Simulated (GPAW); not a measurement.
Entries from a set of simulations; values are calculated unless marked as measured.

```json
{"subject": "KZnF3 (Pm-3m): G0W0 with GPAW, start to end", "lattice_ang": [[4.05, 0.0, 0.0], [0.0, 4.05, 0.0], [0.0, 0.0, 4.05]], "atoms": [["K", 0.0, 0.0, 0.0], ["Zn", 0.5, 0.5, 0.5], ["F", 0.5, 0.5, 0.0], ["F", 0.0, 0.5, 0.5], ["F", 0.5, 0.0, 0.5]], "method": "DFT, PBE, plane waves, PAW (and 1 further level or step)", "program": "GPAW 26.7.0", "settings_of_one_run": "cutoff 600 eV, GPAW PAW setups 1.2.1 data release, 4×4×4 k-mesh, nbands 315", "cost": "4 runs, 4 min in all on 4 MPI ranks of Arm Neoverse N1, shared host (the runs of this entry)", "notes": "The cell and positions come from the Crystallography Open Database and are kept as given unless a step says otherwise. Bands and cutoff are finite, so the gap is not at the basis limit. The miss can reach some tenths of an eV and take either sign; the mesh is an error of its own. The 4×4×4 mesh is coarse for this cell, which bears on the long-range parts of exchange and screening.", "results": {"pbe_gap": "3.81 eV, indirect", "g0w0_gap_on_the_mesh": "7.68 eV", "gw_settings": "4×4×4 mesh, 141 bands, screening to 96 eV, Godby-Needs plasmon pole", "known_limits": "not at the basis limit; d shell near the gap, gap tends to lie low; coarse k mesh"}}
```

[Paths, hosts, dates, memory and timing lines, banners, echoed tables and standing remarks are left out of the program output.]

[Logs are printed without paths, hosts, clocks, repeated set-up lines and the standing remarks that a program may print on its own settings, such as how far it seeks lower states.]

[Runs of the session that timed out or met a known fault of the program may be left out.]

[Hosts, paths, dates, database ids (printed as entryN), source tags and the programs' standing remarks are cut or masked in the printed files.]
